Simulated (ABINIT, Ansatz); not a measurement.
# TiNF (Pmmn): G0W0 on several meshes in ABINIT

How does the mesh move the gap of TiNF (Pmmn)?

Method: LDA and many-body steps on it, plane waves, in ABINIT 10.8.3.

This is a report of a sequence of runs, with most program output left out.

**1. The structure**

Symmetry: Pmmn, No. 59, orthorhombic system. Conventional cell: a = 3.062 Å, b = 3.964 Å, c = 7.871 Å, α = 90.00°, β = 90.00°, γ = 90.00°. Nearest to Ti lie 4 N at 2.01 Å and 2 F at 2.04 Å. N has 4 Ti at 2.01 Å nearest. Nearest to F lie 2 Ti at 2.04 Å. Farther neighbours and most contacts between anions are not listed.

As a file:

```cif
data_structure
_symmetry_space_group_name_H-M 'P 1'
_symmetry_Int_Tables_number 1
_cell_length_a 3.0620
_cell_length_b 3.9644
_cell_length_c 7.8708
_cell_angle_alpha 90.000
_cell_angle_beta 90.000
_cell_angle_gamma 90.000
_cell_volume 95.54
loop_
_atom_site_label
_atom_site_type_symbol
_atom_site_fract_x
_atom_site_fract_y
_atom_site_fract_z
_atom_site_occupancy
Ti1 Ti 0.50000 0.00000 0.89591 1
Ti2 Ti 0.00000 0.50000 0.10409 1
N3 N 0.50000 0.50000 0.93932 1
N4 N 0.00000 0.00000 0.06068 1
F5 F 0.00000 0.00000 0.72462 1
F6 F 0.50000 0.50000 0.27538 1
```

The cell and positions are those that the Materials Project relaxed with its own functionals (PBE, PBE+U or r2SCAN), kept fixed.

**2. Empty states on the mesh, 4×2×1 mesh, 195 bands**

This step: ABINIT 10.8.3; DFT, LDA, plane waves, norm-conserving pseudopotentials.

The sums over transitions need many empty states on a uniform mesh; this step solves for them.

run.abi reads:

```
acell 3*1.0 Angstrom
rprim 
  3.062004000000 0.000000000000 0.000000000000
  0.000000000000 3.964387000000 0.000000000000
  0.000000000000 0.000000000000 7.870826000000
ntypat 3
znucl 22 7 9
natom 6
typat 1 1 2 2 3 3
xred 
  0.500000000000 0.000000000000 0.895914000000
  0.000000000000 0.500000000000 0.104086000000
  0.500000000000 0.500000000000 0.939316000000
  0.000000000000 0.000000000000 0.060684000000
  0.000000000000 0.000000000000 0.724624000000
  0.500000000000 0.500000000000 0.275376000000
pp_dirpath "pseudos"
pseudos "Ti.upf, N.upf, F.upf"
ecut 38
ngkpt 4 2 1
nshiftk 1
shiftk 0 0 0
kptopt 1
chksymbreak 0
iscf -2
irdden 1
istwfk *1
nband 195
nbdbuf 16
tolwfr 1e-09
nstep 60
prtvol 0
indata_prefix "in"
outdata_prefix "out"
tmpdata_prefix "tmp"
```

Run with:

```bash
> OMP_NUM_THREADS=1 mpirun -n 4 abinit run.abi > log
```

The job ended after 2.3 min (4 MPI ranks of Arm Neoverse V1, shared host; peak memory 0.47 GiB; 9 min of CPU time).

This step gave:

| Property | Result |
| --- | --- |
| gap | 0.6504 eV |
| k of the valence top | 0, 0, 0 |
| k of the conduction bottom | 0, 0, 0 |
| least direct gap | 0.6504 eV |
| k points computed | 6 |
| lowest point of the top converged band, above the valence top | 73.1271 eV |

On this mesh the gap is 0.650 eV.

The density comes from a self-consistent run that is not shown.

**3. Screening, 4×2×1 mesh, 87 bands, screening to 114.3 eV**

The RPA dielectric matrix is built and inverted for each q.

This step: RPA screening on LDA, plane waves, norm-conserving pseudopotentials.

run.abi: that of step 2 with these lines changed.

```diff
@@ -24,10 +24,11 @@
 chksymbreak 0
-iscf -2
-irdden 1
 istwfk *1
-nband 195
-nbdbuf 16
-tolwfr 1e-09
-nstep 60
-prtvol 0
+occopt 1
+irdwfk 1
+optdriver 3
+nband 87
+ecuteps 4.2
+inclvkb 2
+awtr 1
+symchi 1
 indata_prefix "in"
```

Elapsed: 30 s, on 4 MPI ranks; peak memory 1.2 GiB.

Numbers from this step:

```
ε∞ with local fields, on this mesh, along the program's q direction : 12.14
the same without local fields                                       : 13.24
plasma frequency                                                    : 26.32 eV
plane waves in the screening matrix                                 : 283
```

Local fields lower ε∞ by 8 %. On a Γ-centred mesh this coarse the value itself is usually too large, while a short band sum pulls it down.

**4. 4×2×1**

The self-energy is evaluated for the states that the input lists, and the levels follow from it, in one-shot runs by the linearised quasiparticle equation.

This step: G0W0 on LDA, plane waves, norm-conserving pseudopotentials.

run.abi: that of step 3 with these lines changed.

```diff
@@ -27,8 +27,15 @@
 irdwfk 1
-optdriver 3
+optdriver 4
 nband 87
+gwcalctyp 0
+ecutsigx 38
+symsigma 1
+nkptgw 1
+kptgw 
+  0.0000000000 0.0000000000 0.0000000000
+bdgw 
+  23 26
 ecuteps 4.2
-inclvkb 2
-awtr 1
-symchi 1
+irdscr 1
+ppmodel 1
 indata_prefix "in"
```

Wall time 6.8 s (4 MPI ranks); peak memory 0.8 GiB.

This step gave:

```
G0W0 gap on the points computed              : 1.690 eV
starting gap on the mesh                     : 0.6504 eV
k of the valence top                         : 0, 0, 0
k of the conduction bottom                   : 0, 0, 0
Z at the valence top                         : 0.746
Z at the conduction bottom                   : 0.746
least direct G0W0 gap on the computed points : 1.690 eV
```

The gap on the mesh goes from 0.65 eV to 1.69 eV, a correction of +1.04 eV.

**5. Empty states on the mesh, 2×2×1 mesh, 95 bands**

This step: DFT, LDA, plane waves, norm-conserving pseudopotentials.

run.abi: that of step 4 with these lines changed.

```diff
@@ -19,3 +19,3 @@
 ecut 38
-ngkpt 4 2 1
+ngkpt 2 2 1
 nshiftk 1
@@ -24,18 +24,10 @@
 chksymbreak 0
+iscf -2
+irdden 1
 istwfk *1
-occopt 1
-irdwfk 1
-optdriver 4
-nband 87
-gwcalctyp 0
-ecutsigx 38
-symsigma 1
-nkptgw 1
-kptgw 
-  0.0000000000 0.0000000000 0.0000000000
-bdgw 
-  23 26
-ecuteps 4.2
-irdscr 1
-ppmodel 1
+nband 95
+nbdbuf 8
+tolwfr 1e-09
+nstep 60
+prtvol 0
 indata_prefix "in"
```

Run time: 28 s. Hardware: 4 MPI ranks; peak memory 0.36 GiB.

Numbers from this step:

```
gap                                                           : 0.6504 eV
k of the valence top                                          : 0, 0, 0
k of the conduction bottom                                    : 0, 0, 0
least direct gap                                              : 0.6504 eV
k points computed                                             : 4
lowest point of the top converged band, above the valence top : 37.71 eV
```

On this mesh the gap is 0.650 eV.

**6. Screening, 2×2×1 mesh, 87 bands, screening to 114.3 eV**

This step: RPA screening on LDA, plane waves, norm-conserving pseudopotentials.

run.abi: that of step 5 with these lines changed.

```diff
@@ -24,10 +24,11 @@
 chksymbreak 0
-iscf -2
-irdden 1
 istwfk *1
-nband 95
-nbdbuf 8
-tolwfr 1e-09
-nstep 60
-prtvol 0
+occopt 1
+irdwfk 1
+optdriver 3
+nband 87
+ecuteps 4.2
+inclvkb 2
+awtr 1
+symchi 1
 indata_prefix "in"
```

It took 16 s on 4 MPI ranks; peak memory 0.9 GiB.

This step gave:

```yaml
eps_infinity_with_local_fields_on_this_mesh_along_the_program_s_q_direction: 19.82
the_same_without_local_fields: 21.73
plasma_frequency: 26.32 eV
plane_waves_in_the_screening_matrix: 283
```

**7. 2×2×1**

This step: G0W0 on LDA, plane waves, norm-conserving pseudopotentials.

run.abi: that of step 6 with these lines changed.

```diff
@@ -27,8 +27,15 @@
 irdwfk 1
-optdriver 3
+optdriver 4
 nband 87
+gwcalctyp 0
+ecutsigx 38
+symsigma 1
+nkptgw 1
+kptgw 
+  0.0000000000 0.0000000000 0.0000000000
+bdgw 
+  23 26
 ecuteps 4.2
-inclvkb 2
-awtr 1
-symchi 1
+irdscr 1
+ppmodel 1
 indata_prefix "in"
```

Elapsed: 5.6 s, on 4 MPI ranks; peak memory 0.21 GiB.

Numbers from this step:

- G0W0 gap on the points computed: 1.828 eV
- starting gap on the mesh: 0.6504 eV
- k of the valence top: 0, 0, 0
- k of the conduction bottom: 0, 0, 0
- Z at the valence top: 0.739
- Z at the conduction bottom: 0.739
- least direct G0W0 gap on the computed points: 1.828 eV

Against G0W0 in ABINIT (4×2×1 mesh, 87 bands, screening to 114.3 eV, Godby-Needs plasmon pole), the gap moves by +0.138 eV.

**8. Empty states on the mesh, 4×4×2 mesh, 95 bands**

This step: DFT, LDA, plane waves, norm-conserving pseudopotentials.

run.abi: that of step 7 with these lines changed.

```diff
@@ -19,3 +19,3 @@
 ecut 38
-ngkpt 2 2 1
+ngkpt 4 4 2
 nshiftk 1
@@ -24,18 +24,10 @@
 chksymbreak 0
+iscf -2
+irdden 1
 istwfk *1
-occopt 1
-irdwfk 1
-optdriver 4
-nband 87
-gwcalctyp 0
-ecutsigx 38
-symsigma 1
-nkptgw 1
-kptgw 
-  0.0000000000 0.0000000000 0.0000000000
-bdgw 
-  23 26
-ecuteps 4.2
-irdscr 1
-ppmodel 1
+nband 95
+nbdbuf 8
+tolwfr 1e-09
+nstep 60
+prtvol 0
 indata_prefix "in"
```

It took 1.9 min on 4 MPI ranks; peak memory 0.51 GiB.

Numbers from this step:

| Quantity | Value |
| --- | --- |
| gap | 0.6504 eV |
| k of the valence top | 0, 0, 0 |
| k of the conduction bottom | 0, 0, 0 |
| least direct gap | 0.6504 eV |
| k points computed | 18 |
| lowest point of the top converged band, above the valence top | 37.21 eV |

On this mesh the gap is 0.650 eV.

**9. Screening, 4×4×2 mesh, 87 bands, screening to 114.3 eV**

This step: RPA screening on LDA, plane waves, norm-conserving pseudopotentials.

run.abi: that of step 8 with these lines changed.

```diff
@@ -24,10 +24,11 @@
 chksymbreak 0
-iscf -2
-irdden 1
 istwfk *1
-nband 95
-nbdbuf 8
-tolwfr 1e-09
-nstep 60
-prtvol 0
+occopt 1
+irdwfk 1
+optdriver 3
+nband 87
+ecuteps 4.2
+inclvkb 2
+awtr 1
+symchi 1
 indata_prefix "in"
```

Run time: 3.2 min. Hardware: 4 MPI ranks; peak memory 2.6 GiB.

This step gave:

```
ε∞ with local fields, on this mesh, along the program's q direction : 9.351
the same without local fields                                       : 10.29
plasma frequency                                                    : 26.32 eV
plane waves in the screening matrix                                 : 283
```

**10. 4×4×2**

This step: G0W0 on LDA, plane waves, norm-conserving pseudopotentials.

run.abi: that of step 9 with these lines changed.

```diff
@@ -27,8 +27,15 @@
 irdwfk 1
-optdriver 3
+optdriver 4
 nband 87
+gwcalctyp 0
+ecutsigx 38
+symsigma 1
+nkptgw 1
+kptgw 
+  0.0000000000 0.0000000000 0.0000000000
+bdgw 
+  23 26
 ecuteps 4.2
-inclvkb 2
-awtr 1
-symchi 1
+irdscr 1
+ppmodel 1
 indata_prefix "in"
```

The job ended after 12 s (4 MPI ranks; peak memory 1.9 GiB).

Numbers from this step:

| Item | Value |
| --- | --- |
| G0W0 gap on the points computed | 1.991 eV |
| starting gap on the mesh | 0.6504 eV |
| k of the valence top | 0, 0, 0 |
| k of the conduction bottom | 0, 0, 0 |
| least direct G0W0 gap on the computed points | 1.991 eV |

Against G0W0 in ABINIT (4×2×1 mesh, 87 bands, screening to 114.3 eV, Godby-Needs plasmon pole), the gap moves by +0.301 eV.

**11. The runs together**

Times are wall times on 4 MPI ranks of Arm Neoverse V1, shared host, good to a factor of about two. A run's time includes the screening step that it read.

| run | mesh | bands | screening cutoff (eV) | DFT gap (eV) | gap on the mesh (eV) | direct (eV) | ε∞ used | time |
| --- | --- | --- | --- | --- | --- | --- | --- | --- |
| 4×2×1 | 4×2×1 | 87 | 114.3 | 0.650 | 1.690 | 1.690 | 12.14 | 37 s |
| 2×2×1 | 2×2×1 | 87 | 114.3 | 0.650 | 1.828 | 1.828 | 19.82 | 22 s |
| 4×4×2 | 4×4×2 | 87 | 114.3 | 0.650 | 1.991 | 1.991 | 9.35 | 3.4 min |

**12. Summary of results**

```yaml
4x2x1: 1.690 eV
2x2x1: 1.828 eV
4x4x2: 1.991 eV
known_limits: not at the basis limit; coarse k mesh
```

In words: 2×2×1: +0.138 eV against 4×2×1. 4×4×2: +0.301 eV against 4×2×1. Bands and cutoff are finite, so the gap is not at the basis limit. The miss can reach some tenths of an eV and take either sign; the mesh is an error of its own. In the G0W0 runs levels were corrected at 1 k point alone, so a gap called «on the mesh» is the least over those, and an edge elsewhere would be missed. The 4×2×1 mesh is coarse for this cell, which bears on the long-range parts of exchange and screening.

[Paths, hosts, dates, memory and timing lines, banners, echoed tables and standing remarks are left out of the program output.]

[Logs are printed without paths, hosts, clocks, repeated set-up lines and the standing remarks that a program may print on its own settings, such as how far it seeks lower states.]

[Runs of the session that timed out or met a known fault of the program may be left out.]

[Hosts, paths, dates, database ids (printed as entryN), source tags and the programs' standing remarks are cut or masked in the printed files.]

[G0W0 gaps are taken among the corrected bands and points alone; a level outside them can change the order at an edge.]

[Where Ansatz stands beside ABINIT at settings called matched, ABINIT's density can come from a denser mesh and the files from another edition; pairs whose starting gaps differed by over 0.03 eV were left out, so agreement reads better than it is.]
